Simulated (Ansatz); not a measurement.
# PPbS2: relaxing a made-up structure, part 2 of 2

This structure for PPbS2 is made up. Its elements were placed in a known structure type with a cell scaled to their sizes. What cell does the guess relax to, and how far off was it?

Ansatz 0.2.0; DFT, PBE, plane-wave PAW, files of the set soft_1, scalar-relativistic, no spin, cell and ions relaxed at zero pressure; PAW set soft_1 (the session's first sound run).

So far: Starting point; Relaxing cell and atoms. The relaxed cell has a, b, c = 3.854, 3.925, 11.515 Å (conventional setting).

## 3. Bands of the relaxed cell

With the geometry fixed, one more self-consistent run, with a narrower smearing and the mesh shown in its input, gives the bands, and its pressure, and its forces where symmetry allows any, show how far the geometry depends on these settings.

This step: DFT, PBE, plane-wave PAW, files of the set soft_1, scalar-relativistic, no spin, bands and density of states at the relaxed cell; PAW set soft_1 (Ansatz 0.2.0).

input.yaml

```yaml
crystal:
  lattice:
    - [3.8536503037, 0.0, 0.0]
    - [0.0, 1.9625707751, 5.757286025]
    - [0.0, -1.9625707751, 5.757286025]
  atoms:
    - { symbol: Pb, position: [0.5, 0.9138364172, 0.9138364172] }
    - { symbol: S, position: [0.0, 0.3233244482, 0.3233244482] }
    - { symbol: S, position: [0.5, 0.627768084, 0.627768084] }
    - { symbol: P, position: [0.0, 0.1378710507, 0.1378710507] }
kpoints:
  mp_grid: { grid: [8, 8, 8] }
  band_path:
    path:
      - [[0.0, 0.0, 0.0], [0.0, 0.2790506, -0.2790506], [0.0, 0.0, -0.5], [-0.5, 0.0, -0.5], [-0.5, 0.2790506, -0.2790506], [-0.5, 0.0, 0.0], [0.0, 0.0, 0.0], [0.0, -0.5, -0.5], [0.0, -0.2790506, -0.7209494], [-0.5, -0.2790506, -0.7209494], [-0.5, -0.5, -0.5], [0.0, -0.5, -0.5]]
      - [[-0.5, 0.0, 0.0], [-0.5, -0.5, -0.5]]
    npoints: 6
scf:
  occupations: { method: fermi_dirac, width: 0.03 }
  n_extra_bands: 8
hamiltonian:
  xc: pbe
  pseudopotentials: { kind: paw, azcp: { folder: soft_1 } }
output:
  forces: true
  stress: true
  write_bands: true
  dos: { projected: true }
  write_density: true
  write_potential: true
  elf: true
  volumetric_format: npy
```

The run is started by

```sh
ansatz run input.yaml --threads 4 --pin off --max-ram 8192MiB --backend cpu --events-out ev --progress --plain --runs-dir out
```

Numbers of over 12 decimals in the logs are rounded to 6 here.

The log of the run:

```text
[...]
Crystal: 4 atoms, lattice volume = 87.085 Å³
Basis set: ecut = 420 eV, 1697 PW (Γ), exchange–correlation on 54×90×90 points (8 copies of the dense FFT grid, shifted against one another)
Bands: 24, of which v1, the nominal top of the filled ones, is band 16 counted from 1 (15 counted from 0)
Symmetry: 4 space group operations
[...]
k-points: 105 of 512 (time reversal used)
[...]
SCF iter   1: F=—  HF=-14468.926027 eV  |F-HF|=—  |Δ(HF+E_count)|=         —  Δρ=2.72e-2  dr2=1.03e0  ethr=3.10e-3  ⟨swp⟩=8.4  Hψ=16102  notcnv=0
[...]
SCF iter   8: F=-14468.675876 eV  HF=-14468.675876 eV  |F-HF|=4.13e-8  |Δ(HF+E_count)|=   4.61e-7  Δρ=7.51e-6  dr2=6.19e-8  ethr=3.23e-10  ⟨swp⟩=18.8  Hψ=23056  notcnv=0
SCF 1 converged in 8 iterations: F = -14468.675876 eV  dr2 = 6.19e-8
  Residual-converged pass: ⟨swp⟩=1.0  Hψ=2945  notcnv=0  max |occ|·‖R‖ = 7.1e-9 eV (tolerance 1.0e-8 eV)  dr2=6.19e-8  dr2_onsite=1.71e-8  max |Δocc| = 7.3e-11
[...]
NSCF: frozen V_eff on 74 k-points
SCF converged after 8 iterations
Free energy (F): -14468.675876 eV
[...]
Internal energy: -14468.671773 eV  (E = F + TS)
E sigma→0 (E₀):  -14468.673824 eV
Entropy (-TS):   -0.004103 eV (-1.026 meV/atom)
Fermi energy:    8.783157 eV
[...]
--- Forces (eV/Å), atoms counted from 1 ---
  atom   1  Pb     0.00000000     0.00000000     0.05647747
  atom   2  S      0.00000000     0.00000000     0.01302716
  atom   3  S      0.00000000    -0.00000000    -0.06034969
  atom   4  P      0.00000000    -0.00000000    -0.00916313
  max |Σ_I F_I| component: 8.19e-6 eV/Å
--- Stress (GPa, compression-positive) ---
        0.073793       0.000000      -0.000000
        0.000000       0.034777       0.000000
       -0.000000       0.000000      -0.524924
  P = ⅓ Tr σ = -0.1388 GPa (-1.388 kbar)
--- Band table (eV; the first three rows and the last of 105) ---
  k-point 0: bands = [... 12 lower, 5.6364, 6.4942, 6.5192, 11.1839, 11.2715, 11.5737, 11.9730, 12.4453, ... 4 higher]
  k-point 1: bands = [... 12 lower, 6.1045, 6.5387, 6.6673, 10.6829, 10.7054, 11.1750, 12.1057, 12.3547, ... 4 higher]
  k-point 2: bands = [... 12 lower, 5.9710, 6.6413, 7.3718, 9.6285, 9.7475, 10.2225, 11.9525, 12.1322, ... 4 higher]
  k-point 104: bands = [... 12 lower, 6.2142, 6.8982, 7.1596, 8.1510, 8.4996, 9.1061, 11.4437, 11.7343, ... 4 higher]
```

It took 11 s on 4 threads of Arm Neoverse V1, shared host; peak memory 0.56 GiB; 45 s of CPU time.

Numbers from this step:

| Item | Value |
| --- | --- |
| free energy | -14468.6759 eV |
| energy at zero smearing | -14468.6738 eV |
| smearing term TS | 0.004103 eV |
| Fermi energy | 8.783 eV |
| pressure | -0.1388 GPa |

bands.tsv at the labelled points (eV, zero at the Fermi level; the bands that come nearest the Fermi level along the path):

| point | band 12 | band 13 | band 14 | band 15 | band 16 | band 17 | band 18 | band 19 |
| --- | --- | --- | --- | --- | --- | --- | --- | --- |
| Γ | -4.31 | -3.15 | -2.29 | -2.26 | 2.40 | 2.49 | 2.79 | 3.19 |
| X | -3.09 | -2.59 | -2.20 | -1.51 | -0.53 | -0.29 | 1.32 | 2.42 |
| S | -3.07 | -2.18 | -1.99 | -1.36 | -0.51 | -0.37 | 1.50 | 2.37 |
| R | -5.08 | -4.77 | -3.86 | -2.25 | 0.87 | 1.00 | 3.17 | 3.50 |
| A | -4.67 | -4.12 | -4.08 | -2.35 | 1.03 | 1.70 | 2.16 | 2.86 |
| Z | -3.10 | -2.45 | -1.68 | -1.38 | -0.79 | -0.53 | 1.35 | 2.34 |
| Γ | -4.31 | -3.15 | -2.29 | -2.26 | 2.40 | 2.49 | 2.79 | 3.19 |
| Y | -4.13 | -2.92 | -2.46 | -1.43 | -0.22 | 2.13 | 2.20 | 3.07 |
| X1 | -3.09 | -2.59 | -2.20 | -1.51 | -0.53 | -0.29 | 1.32 | 2.42 |
| A1 | -4.67 | -4.12 | -4.08 | -2.35 | 1.03 | 1.70 | 2.16 | 2.86 |
| T | -3.18 | -2.57 | -1.88 | -1.62 | -0.63 | -0.28 | 0.32 | 2.66 |
| Y | -4.13 | -2.92 | -2.46 | -1.43 | -0.22 | 2.13 | 2.20 | 3.07 |
| Z | -3.10 | -2.45 | -1.68 | -1.38 | -0.79 | -0.53 | 1.35 | 2.34 |
| T | -3.18 | -2.57 | -1.88 | -1.62 | -0.63 | -0.28 | 0.32 | 2.66 |

States per cell as run, both spins, in windows of 1 eV, from dos.tsv (zero at the Fermi level): Near the top, bands beyond those computed are missing, so counts there can be too low.

| from | to | total |
| --- | --- | --- |
| -8 | -7 | 0.32 |
| -7 | -6 | 0.27 |
| -6 | -5 | 2.04 |
| -5 | -4 | 2.43 |
| -4 | -3 | 2.61 |
| -3 | -2 | 3.18 |
| -2 | -1 | 1.48 |
| -1 | 0 | 0.79 |
| 0 | 1 | 1.91 |
| 1 | 2 | 2.29 |
| 2 | 3 | 2.57 |
| 3 | 4 | 2.43 |
| 4 | 5 | 2.13 |
| 5 | 6 | 1.09 |

A further 17.7 states lie below the table's range.

Force by atom:

```csv
atom,x (eV/Å),y (eV/Å),z (eV/Å),size
Pb1,0.0000,0.0000,0.0565,0.0565
S2,0.0000,0.0000,0.0130,0.0130
S3,0.0000,0.0000,-0.0603,0.0603
P4,0.0000,0.0000,-0.0092,0.0092
```

ELF in the bc plane of the cell as run, not the conventional one, at fractional x = 0.000, with atoms of S and P within 0.2 Å of it. It is the smooth field of the valence electrons, not physical close to the nuclei.

Ten even steps from '0' (0.02) to '9' (0.88), each cell a mean:
```
14899885334531000
01379986311110000
00025776410000000
10001344310000001
33100011110000013
77530000000000015
89974100000000014
79998520000011113
58988862000013433
57864686200014665
77871048620014788
67895006851003798
42699514884001599
60169976897300279
93016888999510038
88302777899730014
48964675578731001
```
Columns run along b (6.1 Å), rows up along c (6.1 Å). Atoms in or near the plane, at fractional coordinates: S at (0.32, 0.32), P at (0.14, 0.14).

Valence density in the bc plane of the cell as run, not the conventional one, at fractional x = 0.000, with atoms of S and P within 0.2 Å of it. It is the smooth field of the valence electrons, not physical close to the nuclei.

Ten even steps from '_' (0.0 e/Å³) to '@' (1.1 e/Å³), each cell a mean:
```
____::==++++==::........__________
______..--==--::..________________
________....::::..________________
____________......________________
..________________________________
..::..__________________________..
::--==::..______________________..
::++##**==..____________________..
::==%%@@%%++::____________........
::==##@@%%%%++::__________..::::::
--==**@@**--##++::________..::--==
++++**%%@@----%%++..________..==++
==--++##%%@@**%%%%==..______..--++
++::::++##%%@@@@@@**::________..==
++==..::++****##%%##==..________::
::++==::--++======++--::__________
..::++++==++--::::::::....________
```
Columns run along b (6.1 Å), rows up along c (6.1 Å). Atoms in or near the plane, at fractional coordinates: S at (0.32, 0.32), P at (0.14, 0.14).

Electrostatic potential energy in the bc plane of the cell as run, not the conventional one, at fractional x = 0.000, with atoms of S and P within 0.2 Å of it. With pseudopotentials it is smooth inside the atoms' cores, unlike the true potential.

Ten even steps from '0' (-41 eV) to '9' (13 eV), each cell a mean:
```
99863368999999999
99998778999999999
99999988999999999
99999999999999999
99999999999999999
99999999999999999
98889999999999999
97667999999999999
97423689999999999
88511258999999888
68721215899999876
24761222699999973
00265111379999983
10016621268999996
40002775468999998
84000488778999999
98410268999999999
```
Columns run along b (6.1 Å; values clipped at the 3rd and 97th percentile), rows up along c (6.1 Å). Atoms in or near the plane, at fractional coordinates: S at (0.32, 0.32), P at (0.14, 0.14).

## 4. Outcome

```yaml
space_group_relaxed: Amm2
conventional_cell: a = 3.854, b = 3.925, c = 11.515 Å; α = 90.0°, β = 90.0°, γ = 90.0°
volume_per_atom: 21.77 Å³ (guess 24.34)
```

PPbS2 relaxes to Amm2 with a = 3.854, b = 3.925 and c = 11.515 Å. The guessed volume was 12 % too large. The space group Amm2 was held in the relaxation, so the end point is a stationary structure within it and may be a saddle against distortions or other arrangements. Bands cross the Fermi level, so it is a metal or semimetal at this level. The electron count is odd, which forces that without spin polarisation or a larger cell. On the 8×8×8 mesh with the narrower smearing (relaxed on 6×7×7) the largest force component is 0.060 eV/Å and the largest stress component is 0.525 GPa, against the relaxation's thresholds of 0.015 eV/Å and 0.05 GPa. The cutoff wasn't tested. A vector of the cell changed its length by 9 %, more than the volume shows. Spin-orbit coupling is left out, which can matter for elements this heavy. No dispersion term is used, so weakly bound directions may come out too long. Nothing here tests whether the compound is stable against decomposition.

[Logs are printed without paths, hosts, clocks, repeated set-up lines and the standing remarks that a program may print on its own settings, such as how far it seeks lower states.]

[Hosts, paths, dates, database ids (printed as entryN), source tags and the programs' standing remarks are cut or masked in the printed files.]
